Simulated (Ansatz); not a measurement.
# K on Rh(111): change of the work function, part 4 of 5

Wanted: Δφ(θ) for K/Rh(111), starting from the top site.

Ansatz 0.2.0; plane-wave DFT, RPBE, Ansatz PAW.

So far, work function, upper face (eV): step 2 (the clean slab) 5.02; step 3 (37 atoms, coverage 0.111 ML, cell 3x3) 1.91; step 4 (17 atoms, coverage 0.25 ML, cell 2x2) 1.78.

### 6. The slab at 0.25 ML, atoms frozen

This step: plane-wave DFT, RPBE, Ansatz PAW (Ansatz 0.2.0).

To see where the charge goes, the covered slab, the bare substrate and the adsorbate layer are each run at the same frozen positions and on the same grid.

Input file input.yaml:

```yaml
crystal:
  lattice:
    - [5.374011537, 0.0, 0.0]
    - [2.6870057685, 4.6540305112, 0.0]
    - [0.0, 0.0, 28.2428767702]
  atoms:
    - { symbol: Rh, position: [0.0, 0.0, 0.3186644219] }
    - { symbol: Rh, position: [0.1666666667, 0.1666666667, 0.3963452843] }
    - { symbol: Rh, position: [0.3333333333, 0.3333333333, 0.4755958322] }
    - { symbol: Rh, position: [0.0, 0.0, 0.550882261] }
    - { symbol: Rh, position: [0.0, 0.5, 0.3186644219] }
    - { symbol: Rh, position: [0.1666666667, 0.6666666667, 0.3963452843] }
    - { symbol: Rh, position: [0.3345932691, 0.8327033655, 0.4746471219] }
    - { symbol: Rh, position: [-0.0003822225, 0.5001911113, 0.5545288387] }
    - { symbol: Rh, position: [0.5, 0.0, 0.3186644219] }
    - { symbol: Rh, position: [0.6666666667, 0.1666666667, 0.3963452843] }
    - { symbol: Rh, position: [0.8327033655, 0.3345932691, 0.4746471219] }
    - { symbol: Rh, position: [0.5001911113, -0.0003822225, 0.5545288387] }
    - { symbol: Rh, position: [0.5, 0.5, 0.3186644219] }
    - { symbol: Rh, position: [0.6666666667, 0.6666666667, 0.3963452843] }
    - { symbol: Rh, position: [0.8327033655, 0.8327033655, 0.4746471219] }
    - { symbol: Rh, position: [0.5001911113, 0.5001911113, 0.5545288387] }
    - { symbol: K, position: [0.0, 0.0, 0.6560542341] }
kpoints:
  mp_grid: { grid: [7, 7, 1] }
hamiltonian:
  xc: rpbe
scf:
  occupations: { method: fermi_dirac, width: 0.1 }
  convergence: { dr2_threshold: 1.0e-08 }
efield:
  axis: 3
  dipole_correction: true
  ramp_position: 0.97
  ramp_width: 0.06
output:
  write_potential: true
  write_density: true
  volumetric_format: npy
```

Command:

```console
> ansatz run input.yaml --threads 4 --pin off --max-ram 12288MiB --backend cpu --events-out ev --progress --plain --runs-dir out
```

Numbers of over 12 decimals in the logs are rounded to 6 here.

Log:

```text
[...]
Crystal: 17 atoms, lattice volume = 706.377 Å³
Basis set: ecut = 420 eV, 13745 PW (Γ)
Bands: 169, of which v1, the nominal top of the filled ones, is band 141 counted from 1 (140 counted from 0)
Symmetry: 6 space group operations
[...]
k-points: 8 of 49 (time reversal used)
[...]
SCF iter   1: F=—  HF=-104103.775553 eV  |F-HF|=—  |Δ(HF+E_count)|=         —  Δρ=7.24e-3  dr2=1.28e0  ethr=1.77e-3  p=0.398 e·Å  D=1.02e-1 V/Å  ΔV_dip=-2.88 eV  dr2_dipole=3.64e-3  V_vac-E_F(+/−)=2.06/4.94 eV  ⟨swp⟩=7.9  Hψ=5681  notcnv=0  defer=23
[...]
SCF iter  12: F=-104103.718745 eV  HF=-104103.718745 eV  |F-HF|=7.76e-9  |Δ(HF+E_count)|=   1.30e-8  Δρ=6.19e-7  dr2=7.67e-9  ethr=3.56e-12  p=0.446 e·Å  D=1.14e-1 V/Å  ΔV_dip=-3.23 eV  dr2_dipole=1.71e-9  V_vac-E_F(+/−)=1.78/5.01 eV  ⟨swp⟩=12.1  Hψ=5319  notcnv=0
SCF 1 converged in 12 iterations: F = -104103.718745 eV  dr2 = 7.67e-9
[...]
SCF converged after 12 iterations
Free energy (F): -104103.718745 eV
[...]
Internal energy: -104102.819319 eV  (E = F + TS)
E sigma→0 (E₀):  -104103.269032 eV
Entropy (-TS):   -0.899426 eV (-52.907 meV/atom)
Fermi energy:    5.176349 eV
Dipole field:    D = 0.114337 V/Å  (p = 0.446336 e·Å, saw-weighted, corrected)
Work function:   Φ+ = 1.7787 eV   Φ− = 5.0080 eV
[...]
--- Band table (eV; the first three rows and the last of 8) ---
  k-point 0: bands = [... 137 lower, 5.5294, 5.5294, 5.6265, 5.6265, 5.8094, 5.8163, 5.8163, 5.9643, ... 24 higher]
  k-point 1: bands = [... 137 lower, 5.3938, 5.4690, 5.4957, 5.5088, 5.6193, 5.6315, 5.6830, 5.7007, ... 24 higher]
  k-point 2: bands = [... 137 lower, 4.9512, 5.1203, 5.1332, 5.1831, 5.2097, 5.3149, 5.3222, 5.4747, ... 24 higher]
  k-point 7: bands = [... 137 lower, 4.8945, 4.9488, 4.9634, 5.0646, 5.0780, 5.1549, 5.1605, 5.2928, ... 24 higher]
```

The job ended after 52 s (4 threads of Arm Neoverse V1, shared host; peak memory 2.7 GiB; 3.3 min of CPU time).

This step gave:

- energy at zero smearing: -104103.2690 eV
- work function, upper face: 1.779 eV
- dipole along the normal: 0.4463 e·Å
- step between the vacuum levels: -3.229 eV

The work function of the upper face is 1.78 eV.

### 7. The substrate of the 0.25 ML cell alone

System of this step: K/Rh(111), substrate alone, atoms held. The cell holds 16 atoms: 16 Rh. Cell: a = 5.374 Å, b = 5.374 Å, c = 28.243 Å, α = 90.0°, β = 90.0°, γ = 60.0°. Vacuum lies along c.

The second part, atoms unmoved.

input.yaml: that of step 6 with these lines changed.

```diff
@@ -22,3 +22,2 @@
     - { symbol: Rh, position: [0.5001911113, 0.5001911113, 0.5545288387] }
-    - { symbol: K, position: [0.0, 0.0, 0.6560542341] }
 kpoints:
```

Log:

```text
[...]
Crystal: 16 atoms, lattice volume = 706.377 Å³
Basis set: ecut = 420 eV, 13745 PW (Γ)
Bands: 164, of which v1, the nominal top of the filled ones, is band 136 counted from 1 (135 counted from 0)
Symmetry: 6 space group operations
[...]
k-points: 8 of 49 (time reversal used)
[...]
SCF iter   1: F=—  HF=-102560.598232 eV  |F-HF|=—  |Δ(HF+E_count)|=         —  Δρ=4.59e-3  dr2=3.25e-1  ethr=1.77e-3  p=-0.002 e·Å  D=-4.06e-4 V/Å  ΔV_dip=0.01 eV  dr2_dipole=6.50e-2  V_vac-E_F(+/−)=4.96/4.95 eV  ⟨swp⟩=8.2  Hψ=5877  notcnv=0  defer=14
[...]
SCF iter  10: F=-102560.587978 eV  HF=-102560.587978 eV  |F-HF|=8.59e-10  |Δ(HF+E_count)|=   8.63e-9  Δρ=3.82e-7  dr2=1.71e-9  ethr=3.68e-12  p=-0.002 e·Å  D=-4.64e-4 V/Å  ΔV_dip=0.01 eV  dr2_dipole=7.54e-11  V_vac-E_F(+/−)=5.02/5.00 eV  ⟨swp⟩=13.8  Hψ=3932  notcnv=0
SCF 1 converged in 10 iterations: F = -102560.587978 eV  dr2 = 1.71e-9
[...]
SCF converged after 10 iterations
Free energy (F): -102560.587978 eV
[...]
Internal energy: -102559.714916 eV  (E = F + TS)
E sigma→0 (E₀):  -102560.151447 eV
Entropy (-TS):   -0.873062 eV (-54.566 meV/atom)
Fermi energy:    3.552479 eV
Dipole field:    D = -0.000458 V/Å  (p = -0.001787 e·Å, saw-weighted, corrected)
Work function:   Φ+ = 5.0162 eV   Φ− = 5.0033 eV
[...]
--- Band table (eV; the first three rows and the last of 8) ---
  k-point 0: bands = [... 132 lower, 3.9068, 3.9068, 4.0047, 4.0047, 4.1787, 4.1870, 4.1870, 4.3349, ... 24 higher]
  k-point 1: bands = [... 132 lower, 3.7830, 3.8462, 3.9035, 3.9063, 3.9897, 4.0089, 4.0639, 4.0804, ... 24 higher]
  k-point 2: bands = [... 132 lower, 3.3387, 3.3389, 3.5055, 3.5677, 3.5888, 3.7370, 3.7393, 3.7629, ... 24 higher]
  k-point 7: bands = [... 132 lower, 3.1500, 3.3264, 3.3307, 3.3820, 3.5096, 3.5265, 3.5372, 3.5437, ... 24 higher]
```

The job ended after 45 s (4 threads; peak memory 2.6 GiB; 2.8 min of CPU time).

Numbers from this step:

| Quantity | Value |
| --- | --- |
| energy at zero smearing | -102560.1514 eV |
| work function, upper face | 5.016 eV |
| dipole along the normal | -0.001787 e·Å |

The work function of the upper face is 5.02 eV.

### 8. The adsorbate layer of the 0.25 ML cell alone

System of this step: K/Rh(111), adsorbate layer alone, atoms held. The cell holds 1 atom: 1 K. Cell: a = 5.374 Å, b = 5.374 Å, c = 28.243 Å, α = 90.0°, β = 90.0°, γ = 60.0°. Vacuum lies along c.

The third part; a free layer of atoms may carry a moment, so spin is on.

input.yaml, the sections that differ from step 7:

```yaml
crystal:
  lattice:
    - [5.374011537, 0.0, 0.0]
    - [2.6870057685, 4.6540305112, 0.0]
    - [0.0, 0.0, 28.2428767702]
  atoms:
    - { symbol: K, position: [0.0, 0.0, 0.6560542341], spin: 1.0 }
magnetization:
  spin_polarized: true
# kpoints, hamiltonian, scf, efield, output: as in step 7
```

Log:

```text
[...]
Crystal: 1 atoms, lattice volume = 706.377 Å³
Basis set: ecut = 420 eV, 13745 PW (Γ)
Bands: 9, of which v1, the nominal top of the filled ones, is band 5 counted from 1 (4 counted from 0)
Symmetry: 12 space group operations
k-points: 8 of 49
[...]
Starting moments: Σ|m| = 1 μB on 1 of 1 site
[...]
SCF iter   1: F=—  HF=-1541.601348 eV  |F-HF|=—  |Δ(HF+E_count)|=         —  Δρ=8.33e-3 (↑8.33e-3 ↓7.62e-3)  dr2=3.28e-2  dr2_m=4.10e-1  M=0.092 μB ∫|m|=0.111 μB  β_m=0.30  ethr=3.55e-4  p=-0.000 e·Å  D=-1.02e-9 V/Å  ΔV_dip=0.00 eV  dr2_dipole=4.11e-12  V_vac-E_F(+/−)=2.50/2.50 eV  ⟨swp⟩=1.1  Hψ=1618  notcnv=0
[...]
spin=Collinear: LDOS preconditioning applied to the charge; magnetization (m = ρ↑ − ρ↓) channel mixes plain (no charge-response kernel on spin).
SCF iter   2: F=—  HF=-1541.710340 eV  |F-HF|=—  |Δ(HF+E_count)|=   1.09e-1  Δρ=5.83e-3 (↑5.83e-3 ↓5.52e-3)  dr2=2.05e-2  dr2_m=2.08e-1  M=0.078 μB ∫|m|=0.091 μB  β_m=0.30  ethr=3.55e-4  p=0.000 e·Å  D=1.06e-6 V/Å  ΔV_dip=-0.00 eV  dr2_dipole=1.21e-10  V_vac-E_F(+/−)=2.50/2.50 eV  ⟨swp⟩=2.2  Hψ=198  notcnv=0  κ⁻¹=1.0e0(r=1)
[...]
SCF iter   8: F=—  HF=-1541.825124 eV  |F-HF|=—  |Δ(HF+E_count)|=   1.73e-3  Δρ=7.47e-4 (↑7.41e-4 ↓7.47e-4)  dr2=6.39e-7  dr2_m=3.58e-3  M=0.028 μB ∫|m|=0.030 μB  β_m=0.39  ethr=1.39e-7  p=0.000 e·Å  D=3.49e-7 V/Å  ΔV_dip=-0.00 eV  dr2_dipole=7.82e-11  V_vac-E_F(+/−)=2.37/2.37 eV  ⟨swp⟩=2.1  Hψ=230  notcnv=0
[...]
spin-set hold released at iteration 8 (site moments contracting): the magnetisation degrees of freedom join the quasi-Newton model from the next iteration; the mixer history was flushed
SCF iter   9: F=—  HF=-1541.826266 eV  |F-HF|=—  |Δ(HF+E_count)|=   1.14e-3  Δρ=4.69e-4 (↑4.66e-4 ↓4.69e-4)  dr2=2.90e-7  dr2_m=1.42e-3  M=0.024 μB ∫|m|=0.025 μB  β_m=0.57  ethr=7.10e-9  p=0.000 e·Å  D=7.76e-7 V/Å  ΔV_dip=-0.00 eV  dr2_dipole=3.18e-11  V_vac-E_F(+/−)=2.37/2.37 eV  ⟨swp⟩=3.1  Hψ=281  notcnv=0
density mixer auto → msr1: a metal under ldos (density of states about μ 0.84 of a free-electron gas's, 10 screened modes)
SCF iter  10: F=—  HF=-1541.827036 eV  |F-HF|=—  |Δ(HF+E_count)|=   7.69e-4  Δρ=2.10e-5 (↑2.10e-5 ↓2.08e-5)  dr2=3.41e-8  dr2_m=2.83e-6  M=0.012 μB ∫|m|=0.012 μB  β_m=0.79  ethr=3.22e-9  p=0.000 e·Å  D=1.49e-6 V/Å  ΔV_dip=-0.00 eV  dr2_dipole=1.26e-15  V_vac-E_F(+/−)=2.37/2.37 eV  ⟨swp⟩=3.0  Hψ=313  notcnv=0
[...]
SCF iter  14: F=-1541.827082 eV  HF=-1541.827082 eV  |F-HF|=2.31e-10  |Δ(HF+E_count)|=   1.79e-8  Δρ=4.68e-8 (↑3.50e-8 ↓4.68e-8)  dr2=4.51e-11  dr2_m=3.56e-12  M=0.000 μB ∫|m|=0.000 μB  ethr=2.01e-12  p=0.000 e·Å  D=1.45e-6 V/Å  ΔV_dip=-0.00 eV  dr2_dipole=1.55e-14  V_vac-E_F(+/−)=2.37/2.37 eV  ⟨swp⟩=3.9  Hψ=413  notcnv=0
SCF 1 converged in 14 iterations: F = -1541.827082 eV  dr2 = 4.51e-11
[...]
WARN: the starting moments were not kept: the SCF closed with an absolute magnetisation of 1.2e-5 μB, where they sum to 1 μB in size (1 site). That is at most 0.1 of that sum. Measured as dr2_m measures the in/out step, that magnetisation stands 5.5e-12 eV from none, at or under the dr2_threshold of 1.0e-8 eV: it is no larger than a step whose dr2_m would equal this threshold. The system may hold no moment; this SCF  [...]
[...]
SCF converged after 14 iterations
Magnetization: 0.0000 μB (4.5000 up, 4.5000 down)
Absolute magnetization: 0.0000 μB (∫|ρ↑−ρ↓|, with the PAW one-centre terms)
[...]
Per-site moments (μB) at R_I (Å): [(4.356134030936901e-6, 2.216780)]
Free energy (F): -1541.827082 eV
[...]
Internal energy: -1541.786397 eV  (E = F + TS)
E sigma→0 (E₀):  -1541.806740 eV
Entropy (-TS):   -0.040685 eV (-40.685 meV/atom)
Fermi energy:    -1.875227 eV
Dipole field:    D = 0.000002 V/Å  (p = 0.000006 e·Å, saw-weighted, corrected)
Work function:   Φ+ = 2.3707 eV   Φ− = 2.3707 eV
[...]
--- Band table (eV; the first three rows and the last of 16) ---
[...]
```

Wall time 6.1 s (4 threads); peak memory 0.79 GiB.

This step gave:

```yaml
energy_at_zero_smearing: -1541.8067 eV
work_function_upper_face: 2.371 eV
dipole_along_the_normal: 6.00e-6 e·Å
```

At this spacing and smearing the free layer keeps no moment.

### 9. Density difference at 0.25 ML

This step: plane-wave DFT, RPBE, Ansatz PAW; density difference on adsorption (Ansatz 0.2.0).

The densities of the parts are taken from that of the whole and averaged over planes; the first moment of what is left gives the step in the potential.

This step gave:

* largest charge moved: 0.01014 e/Å²
* potential step from the moved charge: -3.242 eV

The electron density difference oscillates, so the rows of the table below give means over windows of 1 Å about each position, cut where the curve ends. Its maxima inside the range that stand out by 2 % of the span (Å: e/Å³): 9.0: 2.8e-4, 13.1: 0.00151, 13.8: 0.00144, 15.0: -8.8e-6, 15.6: 0.00270, 16.8: 0.0139. Its minima: 12.5: -3.8e-4, 13.4: -0.00231, 14.4: -8.1e-4, 15.3: -0.00431, 16.0: -0.00622, 18.1: -0.00511.

Planar mean, whole system less its parts. The electron density difference by z; means over each step:

| z (Å) | electron density difference (e/Å³) |
| --- | --- |
| 6 | -4.0e-7 |
| 7 | 1.2e-5 |
| 8 | 3.0e-5 |
| 9 | -7.3e-5 |
| 10 | 5.0e-5 |
| 11 | -4.7e-5 |
| 12 | -6.1e-5 |
| 13 | -6.8e-5 |
| 14 | 1.3e-4 |
| 15 | -0.00127 |
| 16 | 8.5e-5 |
| 17 | 0.0109 |
| 18 | -0.00284 |
| 19 | -0.00353 |
| 20 | -0.00277 |
| 21 | -7.7e-4 |
| 22 | 5.4e-5 |
| 23 | 9.5e-5 |
| 24 | 4.9e-5 |
| 25 | 1.8e-5 |
| 26 | 5.4e-6 |
| 27 | 1.4e-6 |

Planar mean, whole system less its parts. The electrons moved below z by z:

| z (Å) | electrons moved below z (e/Å²) |
| --- | --- |
| 6 | -3.4e-7 |
| 7 | 1.6e-6 |
| 8 | 5.2e-5 |
| 9 | 1.8e-5 |
| 10 | -3.4e-5 |
| 11 | -1.3e-5 |
| 12 | 1.3e-5 |
| 13 | 7.7e-5 |
| 14 | 1.9e-4 |
| 15 | -2.4e-4 |
| 16 | -0.00251 |
| 17 | 0.00614 |
| 18 | 0.00895 |
| 19 | 0.00459 |
| 20 | 0.00152 |
| 21 | -9.7e-5 |
| 22 | -2.1e-4 |
| 23 | -1.1e-4 |
| 24 | -4.1e-5 |
| 25 | -1.2e-5 |
| 26 | -3.1e-6 |
| 27 | -5.3e-7 |

### 10. The same run with other settings

This step: plane-wave DFT, RPBE, Ansatz PAW (Ansatz 0.2.0).

System of this step: KRh16 (K/Rh(111)). The cell holds 17 atoms: 16 Rh and 1 K. Its edges and angles: a = 10.155 Å, b = 10.155 Å, c = 53.371 Å, α = 90.0°, β = 90.0°, γ = 60.0°. Vacuum lies along c.

An input spoilt on purpose, to show how the run answers: it repeats the earlier run at 0.25 ML with crystal.lattice to [[10.15540986, -0.0, 0.0], [5.07770493, 8.79484293, 0.0], [0.0, 0.0, 53.37130137]], and scf.max_iter set to 75; its output block differs too.

Input file input.yaml:

```yaml
crystal:
  lattice:
    - [10.15540986, 0.0, 0.0]
    - [5.07770493, 8.79484293, 0.0]
    - [0.0, 0.0, 53.37130137]
  atoms:
    - { symbol: Rh, position: [0.0, 0.0, 0.3186644219] }
    - { symbol: Rh, position: [0.1666666667, 0.1666666667, 0.3963452843] }
    - { symbol: Rh, position: [0.3333333333, 0.3333333333, 0.4747505151] }
    - { symbol: Rh, position: [0.0, 0.0, 0.5530731482] }
    - { symbol: Rh, position: [0.0, 0.5, 0.3186644219] }
    - { symbol: Rh, position: [0.1666666667, 0.6666666667, 0.3963452843] }
    - { symbol: Rh, position: [0.3333333333, 0.8333333333, 0.4747505151] }
    - { symbol: Rh, position: [0.0, 0.5, 0.5530731482] }
    - { symbol: Rh, position: [0.5, 0.0, 0.3186644219] }
    - { symbol: Rh, position: [0.6666666667, 0.1666666667, 0.3963452843] }
    - { symbol: Rh, position: [0.8333333333, 0.3333333333, 0.4747505151] }
    - { symbol: Rh, position: [0.5, 0.0, 0.5530731482] }
    - { symbol: Rh, position: [0.5, 0.5, 0.3186644219] }
    - { symbol: Rh, position: [0.6666666667, 0.6666666667, 0.3963452843] }
    - { symbol: Rh, position: [0.8333333333, 0.8333333333, 0.4747505151] }
    - { symbol: Rh, position: [0.5, 0.5, 0.5530731482] }
    - { symbol: K, position: [0.0, 0.0, 0.6813355781] }
kpoints:
  mp_grid: { grid: [7, 7, 1] }
hamiltonian:
  xc: rpbe
scf:
  occupations: { method: fermi_dirac, width: 0.1 }
  convergence: { dr2_threshold: 1.0e-08 }
  max_iter: 75
efield:
  axis: 3
  dipole_correction: true
  ramp_position: 0.97
  ramp_width: 0.06
relax:
  f_tol: 0.02
  max_steps: 60
  constraints: [{ sites: [0, 1, 4, 5, 8, 9, 12, 13] }]
output:
  bader: true
  dos: { projected: true, e_range: [-8, 4] }
  write_potential: true
  write_density: true
  volumetric_format: npy
```

Log:

```text
The last accepted step is kept in <dir> (removed where the run ends without a failure and the disk answers)
Engine: ansatz 0.2.0, aarch64-unknown-linux-gnu
Pseudopotentials: kind: paw
Pseudopotential: Rh, paw, valence charge 17, recommended cutoff 420 eV (normal), Rh.paw.azcp
Pseudopotential: K, paw, valence charge 9, recommended cutoff 420 eV (normal), K.paw.azcp
Functional definition: RPBE
  parameter kappa = 0.804
  parameter beta = 0.066725
  exchange = rpbe_x(kappa = kappa, mu = beta*pi^2/3)
  correlation = pbe_c(beta = beta)
Crystal: 17 atoms, lattice volume = 4766.870 Å³
Basis set: ecut = 420 eV, 93011 PW (Γ), exchange–correlation on 144×144×720 points (8 copies of the dense FFT grid, shifted against one another)
Bands: 169, of which v1, the nominal top of the filled ones, is band 141 counted from 1 (140 counted from 0)
Symmetry: 6 space group operations
Space group: P3m1 (ITA 156), of the structure as read, at distance tolerance 1.7e-4 Å
k-points: 8 of 49 (time reversal used)
Non-local potential: Rh, projectors of the file, l = 0: 3, l = 1: 2, l = 2: 2, l = 3: 1
Non-local potential: K, projectors of the file, l = 0: 3, l = 1: 2, l = 2: 2
PAW form: soft (Blöchl's): semilocal exchange-correlation on the pseudo side does not see the compensation charge
PAW frozen core: Rh, regenerated for the run's functional, and the local potential with it (the file was generated under x = pbe(κ = 0.804, μ = 0.219515), c = pbe(β = 0.066725))
PAW frozen core: K, regenerated for the run's functional, and the local potential with it (the file was generated under x = pbe(κ = 0.804, μ = 0.219515), c = pbe(β = 0.066725))
PAW one-centre angular grid: Rh, 590 points (default); XC on 64 Gauss nodes
PAW one-centre angular grid: K, 110 points (default); XC on 64 Gauss nodes
Initial density: superposition of atomic densities (neutral atoms: chi_scale 0, normalization atom), corrected by the library's trained network
Initial wavefunctions: pseudopotential atomic-orbital guess
Functional: x = rpbe, c = pbe(β = 0.066725)
SCF iter   1: F=—  HF=-104028.601495 eV  |F-HF|=—  |Δ(HF+E_count)|=         —  Δρ=6.77e-3  dr2=1.42e1  ethr=1.77e-3  p=-0.000 e·Å  D=-1.26e-5 V/Å  ΔV_dip=0.00 eV  dr2_dipole=4.52e0  V_vac-E_F(+/−)=4.14/4.14 eV  ⟨swp⟩=7.1  Hψ=4345  notcnv=0
efield: sawtooth ramp at fractional position 0.9700 (set: `efield.ramp_position`, or a place that a band, a saddle search or an elastic batch's reference lends), width 0.0600; the density the first Hamiltonian is built on has a dipole p = -0.000 e·Å; the dipole correction subtracts the counter field D = -1.26e-5 V/Å, which shifts the + side's vacuum level by +0.00 eV against the − side's; the planar-averaged density in the ramp window peaks in size at 2.3e-6 e/Å³
preconditioner: auto → LDOS  [metal: Δε(μ)=0.020 eV  Ē_g=1.607 eV  σ=0.100 eV  W_gap=0.05  n_scr=394 (ndim 8)  ℏωp=6.5 eV  f_vac=0.690  D(μ)=163.79/eV (n_scr^D=1200)  β→1.0]
```

Run time: 10 min. Hardware: 4 threads; peak memory 9.9 GiB.

The run was cut off at its time limit.

The fault put into the input: a lattice typed in bohr.

(Continued in part 5 of 5.)

[Logs are printed without paths, hosts, clocks, repeated set-up lines and the standing remarks that a program may print on its own settings, such as how far it seeks lower states.]

[Hosts, paths, dates, database ids (printed as entryN), source tags and the programs' standing remarks are cut or masked in the printed files.]

[Maps of the electrostatic potential energy from Ansatz leave out the sawtooth potential of an applied field or a dipole correction, so their vacuum need not be flat; planar profiles and work functions include it.]
